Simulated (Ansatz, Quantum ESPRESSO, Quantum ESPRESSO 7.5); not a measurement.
# Ag(111) with three reversed steps (a thin twin lamella): ballistic transmission

Wanted: the transmission near the Fermi level and the conductance of this junction: Ag(111) with three reversed steps (a thin twin lamella).

Main program and level: Quantum ESPRESSO 7.5; plane-wave DFT, LDA, GBRV ultrasoft pseudopotentials (cross-check by Ansatz 0.2.0 with PAW datasets).

**1. The structure**

The cell holds 21 atoms: 21 Ag. Its edges and angles: a = 2.934 Å, b = 2.934 Å, c = 50.316 Å, α = 90.0°, β = 90.0°, γ = 60.0°. It derives from Ag. Regions: left lead, 9 atoms (9 Ag); channel, 3 atoms (3 Ag); right lead, 9 atoms (9 Ag). The structure is stacked along c, and the current runs across the ab planes.

**2. Ground state**

One periodic cell holds a stretch of lead, the junction and more lead; the atoms stay as built.

scf.in

```
&control
  prefix = 'scf'
  outdir = './out'
  pseudo_dir = './pseudo'
  calculation = 'scf'
  tprnfor = .true.
/
&system
  ibrav = 0
  nat = 21
  ntyp = 1
  ecutwfc = 40
  ecutrho = 200
  occupations = 'smearing'
  smearing = 'mv'
  degauss = 0.01
/
&electrons
  conv_thr = 1e-07
  mixing_beta = 0.25
  electron_maxstep = 120
  mixing_mode = 'local-TF'
/
ATOMIC_SPECIES
  Ag  107.8682  ag_lda_v1.4.uspp.F.UPF
CELL_PARAMETERS angstrom
  2.93449314192417 0.00000000000000 0.00000000000000
  1.46724657096209 2.54134560813755 0.00000000000000
  0.00000000000000 0.00000000000000 50.31607595987590
ATOMIC_POSITIONS crystal
  Ag  0.000000000000 0.000000000000 0.000000000000
  Ag  0.333333333000 0.333333333000 0.047619047619
  Ag  0.666666667000 0.666666667000 0.095238095238
  Ag  0.000000000000 0.000000000000 0.142857142857
  Ag  0.333333333000 0.333333333000 0.190476190476
  Ag  0.666666667000 0.666666667000 0.238095238095
  Ag  0.000000000000 0.000000000000 0.285714285714
  Ag  0.333333333000 0.333333333000 0.333333333333
  Ag  0.666666667000 0.666666667000 0.380952380952
  Ag  0.333333333000 0.333333333000 0.428571428571
  Ag  0.000000000000 0.000000000000 0.476190476190
  Ag  0.666666667000 0.666666667000 0.523809523810
  Ag  0.000000000000 0.000000000000 0.571428571429
  Ag  0.333333333000 0.333333333000 0.619047619048
  Ag  0.666666667000 0.666666667000 0.666666666667
  Ag  0.000000000000 0.000000000000 0.714285714286
  Ag  0.333333333000 0.333333333000 0.761904761905
  Ag  0.666666667000 0.666666667000 0.809523809524
  Ag  0.000000000000 0.000000000000 0.857142857143
  Ag  0.333333333000 0.333333333000 0.904761904762
  Ag  0.666666667000 0.666666667000 0.952380952381
K_POINTS automatic
  9 9 1 0 0 0
```

Started as:

```bash
> OMP_NUM_THREADS=1 mpirun -n 8 pw.x -nk 4 -in scf.in > scf.out
```

The program printed:

```text
Program PWSCF v.7.5 starts
[citation notice left out]

     Parallel version (MPI & OpenMP), running on       8 processor cores
     Number of MPI processes:                 8
     Threads/MPI process:                     1

     MPI processes distributed on     1 nodes
[...]
Current dimensions of program PWSCF are:
     Max number of different atomic species (ntypx) = 10
     Max number of k-points (npk) =  40000
     Max angular momentum in pseudopotentials (lmaxx) =  4
     Message from routine setup:
     using ibrav=0 with symmetry is DISCOURAGED, use correct ibrav instead

     K-points division:     npool     =       4
     R & G space division:  proc/nbgrp/npool/nimage =       2
     Subspace diagonalization in iterative solution of the eigenvalue problem:
     a serial algorithm will be used

     Parallelization info
     --------------------
     sticks:   dense  smooth     PW     G-vecs:    dense   smooth      PW
     Min         210     174     54                60478    43302    7648
     Max         211     175     55                60563    43325    7687
     Sum         421     349    109               121041    86627   15335

     Using Slab Decomposition

     bravais-lattice index     =            0
     lattice parameter (alat)  =       5.5454  a.u.
     unit-cell volume          =    2532.2128 (a.u.)^3
     number of atoms/cell      =           21
     number of atomic types    =            1
     number of electrons       =       399.00
     number of Kohn-Sham states=          240
     kinetic-energy cutoff     =      40.0000  Ry
     charge density cutoff     =     200.0000  Ry
     scf convergence threshold =      1.0E-07
     mixing beta               =       0.2500
     number of iterations used =            8  local-TF  mixing
     Exchange-correlation=  SLA  PZ   NOGX NOGC
                           (   1   1   0   0   0   0   0)

     celldm(1)=   5.545388  celldm(2)=   0.000000  celldm(3)=   0.000000
     celldm(4)=   0.000000  celldm(5)=   0.000000  celldm(6)=   0.000000

     crystal axes: (cart. coord. in units of alat)
               a(1) = (   1.000000   0.000000   0.000000 )
               a(2) = (   0.500000   0.866025   0.000000 )
               a(3) = (   0.000000   0.000000  17.146428 )

     reciprocal axes: (cart. coord. in units 2 pi/alat)
               b(1) = (  1.000000 -0.577350  0.000000 )
               b(2) = (  0.000000  1.154701  0.000000 )
               b(3) = (  0.000000  0.000000  0.058321 )

     PseudoPot. # 1 for Ag read from file:
     ./pseudo/ag_lda_v1.4.uspp.F.UPF
     Pseudo is Ultrasoft + core correction, Zval = 19.0
     Generated by new atomic code, or converted to UPF format
     Using radial grid of  887 points,  6 beta functions with:
                l(1) =   0
                l(2) =   0
                l(3) =   1
                l(4) =   1
                l(5) =   2
                l(6) =   2
     Q(r) pseudized with  6 coefficients,  rinner =    1.300   1.300   1.300
                                                       1.300   1.300

     atomic species   valence    mass     pseudopotential
     Ag               19.00   107.86820     Ag( 1.00)

      6 Sym. Ops. (no inversion) found

   Cartesian axes

     site n.     atom                  positions (alat units)
         1        Ag     tau(   1) = (   0.0000000   0.0000000   0.0000000  )
         2        Ag     tau(   2) = (   0.5000000   0.2886751   0.8164966  )
         3        Ag     tau(   3) = (   1.0000000   0.5773503   1.6329932  )
         4        Ag     tau(   4) = (   0.0000000   0.0000000   2.4494897  )
         5        Ag     tau(   5) = (   0.5000000   0.2886751   3.2659863  )
         6        Ag     tau(   6) = (   1.0000000   0.5773503   4.0824829  )
         7        Ag     tau(   7) = (   0.0000000   0.0000000   4.8989795  )
         8        Ag     tau(   8) = (   0.5000000   0.2886751   5.7154761  )
         9        Ag     tau(   9) = (   1.0000000   0.5773503   6.5319726  )
        10        Ag     tau(  10) = (   0.5000000   0.2886751   7.3484692  )
        11        Ag     tau(  11) = (   0.0000000   0.0000000   8.1649658  )
        12        Ag     tau(  12) = (   1.0000000   0.5773503   8.9814624  )
        13        Ag     tau(  13) = (   0.0000000   0.0000000   9.7979590  )
        14        Ag     tau(  14) = (   0.5000000   0.2886751  10.6144556  )
        15        Ag     tau(  15) = (   1.0000000   0.5773503  11.4309521  )
        16        Ag     tau(  16) = (   0.0000000   0.0000000  12.2474487  )
        17        Ag     tau(  17) = (   0.5000000   0.2886751  13.0639453  )
        18        Ag     tau(  18) = (   1.0000000   0.5773503  13.8804419  )
        19        Ag     tau(  19) = (   0.0000000   0.0000000  14.6969385  )
        20        Ag     tau(  20) = (   0.5000000   0.2886751  15.5134350  )
        21        Ag     tau(  21) = (   1.0000000   0.5773503  16.3299316  )

     number of k points=    12  Marzari-Vanderbilt smearing, width (Ry)=  0.0100
                       cart. coord. in units 2pi/alat
        k(    1) = (   0.0000000   0.0000000   0.0000000), wk =   0.0246914
        k(    2) = (   0.0000000   0.1283001   0.0000000), wk =   0.1481481
        k(    3) = (   0.0000000   0.2566001   0.0000000), wk =   0.1481481
        k(    4) = (   0.0000000   0.3849002   0.0000000), wk =   0.1481481
        k(    5) = (   0.0000000   0.5132002   0.0000000), wk =   0.1481481
        k(    6) = (   0.1111111   0.1924501   0.0000000), wk =   0.1481481
        k(    7) = (   0.1111111   0.3207501   0.0000000), wk =   0.2962963
        k(    8) = (   0.1111111   0.4490502   0.0000000), wk =   0.2962963
        k(    9) = (   0.1111111  -0.5773503   0.0000000), wk =   0.1481481
        k(   10) = (   0.2222222   0.3849002   0.0000000), wk =   0.1481481
        k(   11) = (   0.2222222  -0.6415003   0.0000000), wk =   0.2962963
        k(   12) = (   0.3333333  -0.5773503   0.0000000), wk =   0.0493827

     Dense  grid:   121041 G-vectors     FFT dimensions: (  25,  25, 432)

     Smooth grid:    86627 G-vectors     FFT dimensions: (  24,  24, 384)

     Estimated max dynamical RAM per process >     276.67 MB

     Estimated total dynamical RAM >       2.07 GB

     Initial potential from superposition of free atoms

     starting charge     388.4993, renormalised to     399.0000
     Starting wfcs are  273 randomized atomic wfcs

     total cpu time spent up to now is        9.2 secs

     per-process dynamical memory:   142.2 Mb

     Self-consistent Calculation

[...]
12.7801  12.7895  12.8111  12.8290  12.8328  12.8350  12.8444  12.8683
    12.9179  12.9210  12.9844  13.0172  13.0429  13.0879  13.1265  13.1301
    13.1437  13.1923  13.2314  13.3052  13.5152  13.7962  14.0812  14.5668
    14.9134  15.4267  15.9003  16.3644  17.0051  17.3787  18.2103  18.4718
    19.4941  19.6458  20.8106  20.9093  21.8071  21.9818  22.0337  22.0856
    22.2315  22.4106  22.7252  22.8361  23.1560  23.2054  23.4394  23.6595
    23.8465  24.0157  24.3371  24.4707  24.7781  25.1045  25.2030  25.6875
    25.8752  26.0235  26.2644  26.8138  26.9839  27.2322  27.5211  27.6169

          k = 0.0000 0.5132 0.0000 ( 10774 PWs)   bands (ev):

   -75.6953 -75.6951 -75.6948 -75.6944 -75.6939 -75.6935 -75.6931 -75.6923
   -75.6918 -75.6914 -75.6910 -75.6906 -75.6903 -75.6902 -75.6901 -75.6899
   -75.6896 -75.6874 -75.6853 -75.6833 -75.6833 -39.3150 -39.3137 -39.3115
   -39.3089 -39.3078 -39.3072 -39.3056 -39.3051 -39.3035 -39.3029 -39.3004
   -39.2991 -39.2986 -39.2975 -39.2957 -39.2943 -39.2935 -39.2933 -39.2911
   -39.2875 -39.2850 -39.2466 -39.2440 -39.2418 -39.2385 -39.2339 -39.2338
   -39.2332 -39.2329 -39.2316 -39.2298 -39.2296 -39.2282 -39.2279 -39.2277
   -39.2266 -39.2266 -39.2255 -39.2244 -39.2227 -39.2218 -39.2209 -39.2184
   -39.2175 -39.2168 -39.2154 -39.2136 -39.2123 -39.2099 -39.2095 -39.2080
   -39.2065 -39.2057 -39.2044 -39.2029 -39.2026 -39.2015 -39.2006 -39.1992
   -39.1974 -39.1971 -39.1961 -39.1945   9.8389   9.8485   9.8517   9.8674
     9.8880   9.9088   9.9175   9.9419   9.9695   9.9804   9.9892   9.9986
    10.0296  10.0396  10.0721  10.0823  10.1067  10.1176  10.1731  10.1786
    10.2094  10.2224  10.2492  10.2636  10.2784  10.3165  10.3351  10.3685
    10.4803  10.5736  10.7361  10.7760  10.9621  11.0121  11.0734  11.1677
    11.1948  11.2204  11.2537  11.2800  11.3139  11.3301  11.3441  11.3540
    11.4018  11.4264  11.5207  11.5595  11.6830  11.6964  11.7415  11.7450
    11.7924  11.8606  11.9015  11.9180  11.9625  11.9710  12.1461  12.1712
    12.1804  12.2206  12.2432  12.3287  12.4362  12.4718  12.5332  12.5441
    12.6428  12.6871  12.6970  12.7255  12.8588  12.8644  12.8671  12.8912
    12.9633  12.9657  12.9965  12.9973  12.9996  13.0035  13.0078  13.0092
    13.0159  13.0181  13.0213  13.0339  13.0383  13.0564  13.0603  13.0697
    13.0751  13.0900  13.0925  13.1020  13.1099  13.1145  13.1204  13.1352
    13.1614  13.1700  13.1744  13.2054  13.2177  14.8758  14.9270  15.0595
    15.1252  15.2359  15.4067  15.5050  15.5855  15.7941  16.0631  16.1167
    16.6044  16.7766  17.2254  17.5154  17.8558  18.0977  18.3113  18.4014
    18.5058  18.5589  19.3906  19.4742  19.6278  19.8280  19.9645  20.0764
    20.4223  20.7478  21.1451  21.4463  21.6427  21.9830  22.3096  22.4689
    22.6196  22.7287  23.2633  23.3818  23.6177  23.8545  24.1249  24.3105
    24.5024  24.8657  25.0655  25.3628  25.7161  26.1543  26.1916  26.3952

          k = 0.1111 0.1925 0.0000 ( 10885 PWs)   bands (ev):

   -75.7045 -75.7041 -75.7035 -75.7027 -75.7018 -75.7008 -75.6998 -75.6988
   -75.6985 -75.6973 -75.6973 -75.6961 -75.6954 -75.6944 -75.6940 -75.6933
   -75.6931 -75.6928 -75.6894 -75.6875 -75.6871 -39.2971 -39.2952 -39.2916
   -39.2904 -39.2842 -39.2834 -39.2738 -39.2736 -39.2623 -39.2618 -39.2500
   -39.2500 -39.2391 -39.2390 -39.2324 -39.2316 -39.2304 -39.2302 -39.2295
   -39.2285 -39.2262 -39.2261 -39.2229 -39.2226 -39.2221 -39.2220 -39.2187
   -39.2182 -39.2174 -39.2153 -39.2142 -39.2122 -39.2113 -39.2101 -39.2099
   -39.2092 -39.2082 -39.2061 -39.2051 -39.2041 -39.2036 -39.2018 -39.2012
   -39.1993 -39.1992 -39.1975 -39.1968 -39.1952 -39.1951 -39.1938 -39.1937
   -39.1936 -39.1932 -39.1924 -39.1916 -39.1908 -39.1879 -39.1873 -39.1854
   -39.1847 -39.1816 -39.1803 -39.1774   9.3104   9.3646   9.3659   9.5247
     9.5256   9.7751   9.7753  10.0849  10.0861  10.3320  10.3479  10.3664
    10.3674  10.3905  10.3909  10.4076  10.4151  10.4656  10.4779  10.5114
    10.5227  10.8206  10.8216  10.8688  10.8818  10.9226  10.9529  10.9573
    10.9685  10.9981  11.0099  11.0372  11.0377  11.0432  11.0439  11.0949
    11.1057  11.1110  11.1239  11.1516  11.1914  11.2357  11.2476  11.2731
    11.3412  11.3689  11.4110  11.4610  11.4836  11.4889  11.5215  11.5702
    11.5752  11.5816  11.5855  11.5909  11.5980  11.5988  11.6203  11.6204
    11.6387  11.6483  11.6735  11.6738  11.6824  11.6956  11.7391  11.7631
    11.7848  11.7857  11.8634  11.8916  11.9063  11.9085  11.9179  11.9237
    11.9583  11.9620  12.0004  12.0005  12.0145  12.0200  12.0445  12.0557
    12.0772  12.1163  12.1165  12.1426  12.1590  12.2008  12.2222  12.2336
    12.2534  12.2922  12.3346  12.3877  12.4229  12.4720  12.4763  12.4791
    12.5224  12.5240  12.5721  12.5784  12.6721  12.6919  12.7780  12.7853
    12.8744  12.8827  12.9289  12.9444  12.9830  12.9904  13.2435  13.2447
    13.7975  13.7994  14.5363  14.5368  15.4450  15.4453  16.4864  16.4864
    17.5011  17.5044  19.7320  19.7348  21.0069  21.0071  22.5639  22.5643
    24.2475  24.2494  26.0143  26.0164  27.8064  27.8099  28.0209  28.0301
    28.0503  28.0551  28.1244  28.1457  28.2068  28.2304  28.3760  28.4008
    28.4900  28.5507  28.6490  28.6722  28.9803  28.9871  29.0804  29.1008

[...]
the Fermi energy is    15.9101 ev

!    total energy              =   -6209.77027466 Ry
     estimated scf accuracy    <       0.00000010 Ry
     smearing contrib. (-TS)   =       0.00087307 Ry
     internal energy E=F+TS    =   -6209.77114773 Ry

     The total energy is F=E-TS. E is the sum of the following terms:
     one-electron contribution =   -2723.23022664 Ry
     hartree contribution      =    1545.63179242 Ry
     xc contribution           =    -600.12758466 Ry
     ewald contribution        =   -4432.04512886 Ry

     convergence has been achieved in  11 iterations

     Forces acting on atoms (cartesian axes, Ry/au):

     atom    1 type  1   force =     0.00000000    0.00000000   -0.00000933
     atom    2 type  1   force =     0.00000000    0.00000000   -0.00002046
     atom    3 type  1   force =     0.00000000    0.00000000   -0.00001750
     atom    4 type  1   force =     0.00000000    0.00000000   -0.00004681
     atom    5 type  1   force =     0.00000000    0.00000000   -0.00000198
     atom    6 type  1   force =     0.00000000    0.00000000   -0.00001240
     atom    7 type  1   force =     0.00000000    0.00000000    0.00010654
     atom    8 type  1   force =     0.00000000    0.00000000   -0.00044397
     atom    9 type  1   force =     0.00000000    0.00000000   -0.00005752
     atom   10 type  1   force =     0.00000000    0.00000000    0.00051501
     atom   11 type  1   force =     0.00000000    0.00000000   -0.00052349
     atom   12 type  1   force =     0.00000000    0.00000000    0.00005950
     atom   13 type  1   force =     0.00000000    0.00000000    0.00044480
     atom   14 type  1   force =     0.00000000    0.00000000   -0.00010917
     atom   15 type  1   force =     0.00000000    0.00000000    0.00002548
     atom   16 type  1   force =     0.00000000    0.00000000   -0.00000865
     atom   17 type  1   force =     0.00000000    0.00000000    0.00003718
     atom   18 type  1   force =     0.00000000    0.00000000    0.00001862
     atom   19 type  1   force =     0.00000000    0.00000000    0.00003151
     atom   20 type  1   force =     0.00000000    0.00000000    0.00001995
     atom   21 type  1   force =     0.00000000    0.00000000   -0.00000731

     Total force =     0.000986     Total SCF correction =     0.000854
     SCF correction compared to forces is large: reduce conv_thr to get better values

[...]
=------------------------------------------------------------------------------=
   JOB DONE.
=------------------------------------------------------------------------------=
```

Run time: 5.1 min. Hardware: 8 MPI ranks of Arm Neoverse N1, shared host; peak memory 2.4 GiB.

Read from the output:

```
free energy  : -84488.2287 eV
Fermi energy : 15.91 eV
```

The program's own clock; routines nest. Time by routine:

```
     routine  wall time (s)  calls
       PWSCF          305.6      1
   electrons          292.3      1
     c_bands          264.1     11
     cegterg          256.2     33
       h_psi          117.3    145
        fftw          78.46  46538
    vloc_psi          70.25    145
      calbec          36.24    190
    sum_band          25.97     11
     cdiaghg          23.61    142
h_psi:calbec          23.32    145
  add_vuspsi          22.98    145
       s_psi          22.97    145
    init_run           9.06      1
```

The run needed 11 iterations to bring the estimated error under 1e-07 Ry; the largest force on any atom, held or free, is 0.01 eV/Å.

[end of part 1 of 4]

[Logs are printed without paths, hosts, clocks, repeated set-up lines and the standing remarks that a program may print on its own settings, such as how far it seeks lower states.]

[Hosts, paths, dates, database ids (printed as entryN), source tags and the programs' standing remarks are cut or masked in the printed files.]

[Maps of the electrostatic potential energy from Ansatz leave out the sawtooth potential of an applied field or a dipole correction, so their vacuum need not be flat; planar profiles and work functions include it.]
